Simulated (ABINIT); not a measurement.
## AgCl (Fm-3m): changed settings of a GW run in ABINIT

Aim: change inputs of a GW run on AgCl (Fm-3m) and see what moves.

Calculated with ABINIT 10.8.3; PBE and many-body steps on it, plane waves.

### 1. Starting point

The structure is cubic, space group Fm-3m (No. 225). Conventional cell: a = 5.597 Å, b = 5.597 Å, c = 5.597 Å, α = 90.00°, β = 90.00°, γ = 90.00°. Ag has 6 Cl at 2.80 Å nearest. Cl has 6 Ag at 2.80 Å nearest. Farther neighbours and most contacts between anions are not listed.

 The runs that relaxed it are not among those shown.

### 2. Screening, 4×4×4 mesh, 94 bands, screening to 163.3 eV

This step: ABINIT 10.8.3; RPA screening on PBE, plane waves, norm-conserving pseudopotentials.

The RPA dielectric matrix is built and inverted for each q.

File run.abi:

```
acell 3*1.0 Angstrom
rprim 
  0.000000000000 2.798500000000 2.798500000000
  2.798500000000 0.000000000000 2.798500000000
  2.798500000000 2.798500000000 -0.000000000000
ntypat 2
znucl 47 17
natom 2
typat 1 2
xred 
  0.000000000000 0.000000000000 0.000000000000
  0.500000000000 0.500000000000 0.500000000000
pp_dirpath "pseudos"
pseudos "Ag.upf, Cl.upf"
ecut 37
ngkpt 4 4 4
nshiftk 1
shiftk 0 0 0
kptopt 1
chksymbreak 0
istwfk *1
occopt 1
irdwfk 1
optdriver 3
nband 94
ecuteps 6
inclvkb 2
awtr 1
symchi 1
indata_prefix "in"
outdata_prefix "out"
tmpdata_prefix "tmp"
```

Started as:

```console
OMP_NUM_THREADS=1 mpirun -n 4 abinit run.abi > log
```

The log of the run:

```text
.Version 10.8.3 of ABINIT. v10.8.2 released Aug 2026.

 Symmetries : space group Fm -3 m (#225); Bravais cF (face-center cubic)
[... echo of the input left out ...]
== DATASET  1 ==================================================================
-   mpi_nproc: 4, omp_nthreads: 1 (-1 if OMP is not activated)

--- !DatasetInfo
iteration_state: {dtset: 1, }
dimensions: {natom: 2, nkpt: 8, mband: 94, nsppol: 1, nspinor: 1, nspden: 1, mpw: 3218, }
cutoff_energies: {ecut:  37.0, pawecutdg:  -1.0, }
electrons: {nelect:   2.60000000E+01, charge:   0.00000000E+00, occopt:   1.00000000E+00, tsmear:   1.00000000E-02, }

 SCREENING: Calculation of the susceptibility and dielectric matrices

 Based on a program developped by R.W. Godby, V. Olevano, G. Onida, and L. Reining.
 Incorporated in ABINIT by V. Olevano, G.-M. Rignanese, and M. Torrent.
.Using double precision arithmetic ; gwpc =  8

[... cell and pseudopotentials left out ...]
--------------------------------------------------------------------------------

 ==== K-mesh for the wavefunctions ====
 Number of points in the irreducible wedge :     8
[... list of points left out ...]
 Together with 48 symmetry operations and time-reversal symmetry
 yields    64 points in the full Brillouin Zone.

 ==== Q-mesh for the screening function ====
 Number of points in the irreducible wedge :     8
[... list of points left out ...]
 Together with 48 symmetry operations and time-reversal symmetry
 yields    64 points in the full Brillouin Zone.

 setmesh: FFT mesh size selected  =    30x   30x   30
          total number of points  =        27000

 vcoul_init : cutoff-mode = AUXILIARY_FUNCTION
 q-points for optical limit:   1
     1)      0.000010    0.000020    0.000030

- screening: taking advantage of time-reversal symmetry
- Maximum band index for partially occupied states nbvw = 13
- Remaining bands to be divided among processors   nbcw = 81
- Number of bands treated by each node ~20

 Number of electrons calculated from density =   26.0000; Expected =   26.0000
 average of density, n =  0.087896
 r_s =    1.3952
 omega_plasma =   28.5984 [eV]

 calculating chi0 at frequencies [eV] :
  1    0.000000E+00    0.000000E+00
  2    0.000000E+00    2.859835E+01

--------------------------------------------------------------------------------
  q-point number  1        q = ( 0.000000, 0.000000, 0.000000) [r.l.u.]
--------------------------------------------------------------------------------
[... chi0 elements left out ...]
 For q-point:  0.000010 0.000020 0.000030
  dielectric constant =   5.1734
  dielectric constant without local fields =   5.6225

  Average fulfillment of the sum rule on Im[epsilon] for q-point    1 :     61.33  [%]
[... wings left out ...]
  q-point number  2        q = ( 0.250000, 0.000000, 0.000000) [r.l.u.]
--------------------------------------------------------------------------------
[... chi0 elements left out ...]
  Average fulfillment of the sum rule on Im[epsilon] for q-point    2 :     74.99  [%]

 [... 6 further q-points ...]
```

Elapsed: 29 s, on 4 MPI ranks of Arm Neoverse V1, shared host; peak memory 0.84 GiB; 1.9 min of CPU time.

This step gave:

| Quantity | Value |
| --- | --- |
| ε∞ with local fields, on this mesh, along the program's q direction | 5.173 |
| the same without local fields | 5.622 |
| plasma frequency | 28.60 eV |
| plane waves in the screening matrix | 181 |

Local fields lower ε∞ by 8 %. On a Γ-centred mesh this coarse the value itself is usually too large, while a short band sum pulls it down.

### 3. Base

The self-energy is evaluated for the states that the input lists, and the levels follow from it, in one-shot runs by the linearised quasiparticle equation.

This step: G0W0 on PBE, plane waves, norm-conserving pseudopotentials.

Edit run.abi of step 2 so:

```diff
@@ -23,8 +23,17 @@
 irdwfk 1
-optdriver 3
+optdriver 4
 nband 94
+gwcalctyp 0
+ecutsigx 37
+symsigma 1
+nkptgw 2
+kptgw 
+  0.5000000000 0.0000000000 0.0000000000
+  0.0000000000 0.0000000000 0.0000000000
+bdgw 
+  12 15
+  11 17
 ecuteps 6
-inclvkb 2
-awtr 1
-symchi 1
+irdscr 1
+ppmodel 1
 indata_prefix "in"
```

The log of the run:

```text
.Version 10.8.3 of ABINIT. v10.8.2 released Aug 2026.

 Symmetries : space group Fm -3 m (#225); Bravais cF (face-center cubic)
[... echo of the input left out ...]
== DATASET  1 ==================================================================
-   mpi_nproc: 4, omp_nthreads: 1 (-1 if OMP is not activated)

--- !DatasetInfo
iteration_state: {dtset: 1, }
dimensions: {natom: 2, nkpt: 8, mband: 94, nsppol: 1, nspinor: 1, nspden: 1, mpw: 3218, }
cutoff_energies: {ecut:  37.0, pawecutdg:  -1.0, }
electrons: {nelect:   2.60000000E+01, charge:   0.00000000E+00, occopt:   1.00000000E+00, tsmear:   1.00000000E-02, }

 SIGMA: Calculation of the GW corrections

 Based on a program developped by R.W. Godby, V. Olevano, G. Onida, and L. Reining.
 Incorporated in ABINIT by V. Olevano, G.-M. Rignanese, and M. Torrent.
.Using double precision arithmetic ; gwpc =  8

[... cell and pseudopotentials left out ...]
--------------------------------------------------------------------------------

 ==== K-mesh for the wavefunctions ====
 Number of points in the irreducible wedge :     8
[... list of points left out ...]
 Together with 48 symmetry operations and time-reversal symmetry
 yields    64 points in the full Brillouin Zone.

 ==== Q-mesh for screening function ====
 Number of points in the irreducible wedge :     8
[... list of points left out ...]
 Together with 48 symmetry operations and time-reversal symmetry
 yields    64 points in the full Brillouin Zone.

 vcoul_init : cutoff-mode = AUXILIARY_FUNCTION
 q-points for optical limit:   1
     1)      0.000010    0.000020    0.000030
 setmesh: FFT mesh size selected  =    45x   45x   45
          total number of points  =        91125

 Number of electrons calculated from density =   26.0000; Expected =   26.0000
 average of density, n =  0.087896
 r_s =    1.3952
 omega_plasma =   28.5984 [eV]

 === KS Band Gaps ===
  >>>> For spin  1
   Minimum direct gap =   3.1244 [eV], located at k-point      :   0.0000  0.0000  0.0000
   Fundamental gap    =   0.9214 [eV], Top of valence bands at :   0.5000  0.0000  0.0000
                                       Bottom of conduction at :   0.0000  0.0000  0.0000
 SIGMA fundamental parameters:
 PLASMON POLE MODEL  1
 number of plane-waves for SigmaX                 3143
 number of plane-waves for SigmaC and W            181
 number of plane-waves for wavefunctions          3143
 number of bands                                    94
 number of independent spin polarizations            1
 number of spinorial components                      1
 number of k-points in IBZ                           8
 number of q-points in IBZ                           8
 number of symmetry operations                      48
 number of k-points in BZ                           64
 number of q-points in BZ                           64
 number of frequencies for dSigma/dE                 9
 frequency step for dSigma/dE [eV]                0.25
 number of omega for Sigma on real axis              0
 max omega for Sigma on real axis  [eV]           0.00
 zcut for avoiding poles [eV]                     0.10

 EPSILON^-1 parameters (SCR file):
 dimension of the eps^-1 matrix on file            181
 dimension of the eps^-1 matrix used               181
 number of plane-waves for wavefunctions          3143
 number of bands                                    94
 number of q-points in IBZ                           8
 number of frequencies                               2
 number of real frequencies                          1
 number of imag frequencies                          1

 matrix elements of self-energy operator (all in [eV])

 Perturbative Calculation

--- !SelfEnergy_ee
iteration_state: {dtset: 1, }
kpoint     : [   0.500,    0.000,    0.000, ]
spin       : 1
KS_gap     :    4.314
QP_gap     :    5.383
Delta_QP_KS:    1.069
data: !SigmaeeData |
     Band     E0 <VxcDFT>   SigX SigC(E0)      Z dSigC/dE  Sig(E)    E-E0       E
       12   4.308 -21.440 -26.390   3.914   0.797  -0.254 -22.266  -0.827   3.481
       13   4.308 -21.440 -26.390   3.914   0.797  -0.254 -22.266  -0.827   3.481
       14   8.621  -8.962  -4.759  -3.913   0.837  -0.195  -8.719   0.242   8.864
       15  10.699 -13.608  -7.669  -4.867   0.805  -0.243 -12.746   0.863  11.562

--- !SelfEnergy_ee
iteration_state: {dtset: 1, }
kpoint     : [   0.000,    0.000,    0.000, ]
spin       : 1
KS_gap     :    3.124
QP_gap     :    4.546
Delta_QP_KS:    1.422
data: !SigmaeeData |
     Band     E0 <VxcDFT>   SigX SigC(E0)      Z dSigC/dE  Sig(E)    E-E0       E
       11   2.105 -14.486 -18.706   2.904   0.791  -0.264 -15.526  -1.040   1.064
       12   2.105 -14.486 -18.706   2.904   0.791  -0.264 -15.526  -1.040   1.064
       13   2.105 -14.486 -18.706   2.904   0.791  -0.264 -15.526  -1.040   1.064
       14   5.229 -10.710  -6.457  -3.794   0.830  -0.204 -10.329   0.381   5.610
       15  15.026 -12.071  -6.770  -4.338   0.822  -0.217 -11.279   0.791  15.818
       16  15.026 -12.071  -6.770  -4.338   0.822  -0.217 -11.279   0.791  15.818
       17  15.026 -12.071  -6.770  -4.338   0.822  -0.217 -11.279   0.791  15.818

== END DATASET(S) ==============================================================
================================================================================

 -outvars: echo values of variables after computation  --------
           etotal      0.0000000000E+00
            nband          94
             nkpt           8
          spgroup         225
 [... the other variables as echoed above ...]

 Calculation completed.
```

Run time: 8.2 s. Hardware: 4 MPI ranks; peak memory 0.81 GiB.

This step gave:

```yaml
g0w0_gap_on_the_points_computed: 2.129 eV
starting_gap_on_the_mesh: 0.9214 eV
k_of_the_valence_top: 0.5, 0, 0
k_of_the_conduction_bottom: 0, 0, 0
z_at_the_valence_top: 0.797
z_at_the_conduction_bottom: 0.83
least_direct_g0w0_gap_on_the_computed_points: 4.546 eV
```

The gap on the mesh goes from 0.92 eV to 2.13 eV, a correction of +1.21 eV.

### 4. Exchange cutoff

Edit run.abi of step 3 so:

```diff
@@ -26,3 +26,3 @@
 gwcalctyp 0
-ecutsigx 37
+ecutsigx 11.1
 symsigma 1
```

The log of the run:

```text
.Version 10.8.3 of ABINIT. v10.8.2 released Aug 2026.

 Symmetries : space group Fm -3 m (#225); Bravais cF (face-center cubic)
[... echo of the input left out ...]
== DATASET  1 ==================================================================
-   mpi_nproc: 4, omp_nthreads: 1 (-1 if OMP is not activated)

--- !DatasetInfo
iteration_state: {dtset: 1, }
dimensions: {natom: 2, nkpt: 8, mband: 94, nsppol: 1, nspinor: 1, nspden: 1, mpw: 3218, }
cutoff_energies: {ecut:  37.0, pawecutdg:  -1.0, }
electrons: {nelect:   2.60000000E+01, charge:   0.00000000E+00, occopt:   1.00000000E+00, tsmear:   1.00000000E-02, }

 SIGMA: Calculation of the GW corrections

 Based on a program developped by R.W. Godby, V. Olevano, G. Onida, and L. Reining.
 Incorporated in ABINIT by V. Olevano, G.-M. Rignanese, and M. Torrent.
.Using double precision arithmetic ; gwpc =  8

[... cell and pseudopotentials left out ...]
--------------------------------------------------------------------------------

 ==== K-mesh for the wavefunctions ====
 Number of points in the irreducible wedge :     8
[... list of points left out ...]
 Together with 48 symmetry operations and time-reversal symmetry
 yields    64 points in the full Brillouin Zone.

 ==== Q-mesh for screening function ====
 Number of points in the irreducible wedge :     8
[... list of points left out ...]
 Together with 48 symmetry operations and time-reversal symmetry
 yields    64 points in the full Brillouin Zone.

 vcoul_init : cutoff-mode = AUXILIARY_FUNCTION
 q-points for optical limit:   1
     1)      0.000010    0.000020    0.000030
 setmesh: FFT mesh size selected  =    32x   32x   32
          total number of points  =        32768

 Number of electrons calculated from density =   26.0000; Expected =   26.0000
[...]
number of omega for Sigma on real axis              0
 max omega for Sigma on real axis  [eV]           0.00
 zcut for avoiding poles [eV]                     0.10

 EPSILON^-1 parameters (SCR file):
 dimension of the eps^-1 matrix on file            181
 dimension of the eps^-1 matrix used               181
 number of plane-waves for wavefunctions          3143
 number of bands                                    94
 number of q-points in IBZ                           8
 number of frequencies                               2
 number of real frequencies                          1
 number of imag frequencies                          1

 matrix elements of self-energy operator (all in [eV])

 Perturbative Calculation

--- !SelfEnergy_ee
iteration_state: {dtset: 1, }
kpoint     : [   0.500,    0.000,    0.000, ]
spin       : 1
KS_gap     :    4.314
QP_gap     :    4.770
Delta_QP_KS:    0.456
data: !SigmaeeData |
     Band     E0 <VxcDFT>   SigX SigC(E0)      Z dSigC/dE  Sig(E)    E-E0       E
       12   4.308 -21.440 -25.539   3.914   0.797  -0.254 -21.588  -0.148   4.159
       13   4.308 -21.440 -25.539   3.914   0.797  -0.254 -21.588  -0.148   4.159
       14   8.621  -8.962  -4.680  -3.913   0.837  -0.195  -8.654   0.308   8.929
[...]
--- !SelfEnergy_ee
iteration_state: {dtset: 1, }
kpoint     : [   0.000,    0.000,    0.000, ]
spin       : 1
KS_gap     :    3.124
QP_gap     :    4.626
Delta_QP_KS:    1.502
data: !SigmaeeData |
     Band     E0 <VxcDFT>   SigX SigC(E0)      Z dSigC/dE  Sig(E)    E-E0       E
[...]
16  15.026 -12.071  -6.498  -4.338   0.822  -0.217 -11.056   1.015  16.041
       17  15.026 -12.071  -6.498  -4.338   0.822  -0.217 -11.056   1.015  16.041

== END DATASET(S) ==============================================================
================================================================================

 -outvars: echo values of variables after computation  --------
           etotal      0.0000000000E+00
            nband          94
             nkpt           8
          spgroup         225
 [... the other variables as echoed above ...]

 Calculation completed.
```

It took 7.6 s on 4 MPI ranks; peak memory 0.76 GiB; 30 s of CPU time.

This step gave:

* G0W0 gap on the points computed: 1.54 eV
* starting gap on the mesh: 0.9214 eV
* k of the valence top: 0.5, 0, 0
* k of the conduction bottom: 0, 0, 0
* Z at the valence top: 0.797
* Z at the conduction bottom: 0.83
* least direct G0W0 gap on the computed points: 4.626 eV

### 5. No symmetry in the self-energy

Edit run.abi of step 4 so:

```diff
@@ -26,4 +26,4 @@
 gwcalctyp 0
-ecutsigx 11.1
-symsigma 1
+ecutsigx 37
+symsigma 0
 nkptgw 2
```

The log of the run:

```text
.Version 10.8.3 of ABINIT. v10.8.2 released Aug 2026.

 Symmetries : space group Fm -3 m (#225); Bravais cF (face-center cubic)
[... echo of the input left out ...]
== DATASET  1 ==================================================================
-   mpi_nproc: 4, omp_nthreads: 1 (-1 if OMP is not activated)

--- !DatasetInfo
iteration_state: {dtset: 1, }
dimensions: {natom: 2, nkpt: 8, mband: 94, nsppol: 1, nspinor: 1, nspden: 1, mpw: 3218, }
cutoff_energies: {ecut:  37.0, pawecutdg:  -1.0, }
[...]
Band     E0 <VxcDFT>   SigX SigC(E0)      Z dSigC/dE  Sig(E)    E-E0       E
[...]
16  15.026 -12.071  -6.770  -4.338   0.822  -0.217 -11.279   0.792  15.818
       17  15.026 -12.071  -6.770  -4.338   0.822  -0.217 -11.280   0.791  15.817

== END DATASET(S) ==============================================================
================================================================================

 -outvars: echo values of variables after computation  --------
           etotal      0.0000000000E+00
            nband          94
             nkpt           8
          spgroup         225
 [... the other variables as echoed above ...]

 Calculation completed.
```

Run time: 38 s. Hardware: 4 MPI ranks; peak memory 0.81 GiB; 2.5 min of CPU time.

This step gave:

```yaml
g0w0_gap_on_the_points_computed: 2.129 eV
starting_gap_on_the_mesh: 0.9214 eV
k_of_the_valence_top: 0.5, 0, 0
k_of_the_conduction_bottom: 0, 0, 0
least_direct_g0w0_gap_on_the_computed_points: 4.546 eV
```

Against G0W0 in ABINIT (4×4×4 mesh, 94 bands, screening to 163.3 eV, Godby-Needs plasmon pole), the gap moves by +0.000 eV.

(Continued in part 2 of 2.)

[Paths, hosts, dates, memory and timing lines, banners, echoed tables and standing remarks are left out of the program output.]

[Logs are printed without paths, hosts, clocks, repeated set-up lines and the standing remarks that a program may print on its own settings, such as how far it seeks lower states.]

[Runs of the session that timed out or met a known fault of the program may be left out.]

[No measured gap is set beside runs whose start may be inverted or whose files or cutoffs have a known fault.]

[Hosts, paths, dates, database ids (printed as entryN), source tags and the programs' standing remarks are cut or masked in the printed files.]

[G0W0 gaps are taken among the corrected bands and points alone; a level outside them can change the order at an edge.]

[Where Ansatz stands beside ABINIT at settings called matched, ABINIT's density can come from a denser mesh and the files from another edition; pairs whose starting gaps differed by over 0.03 eV were left out, so agreement reads better than it is.]
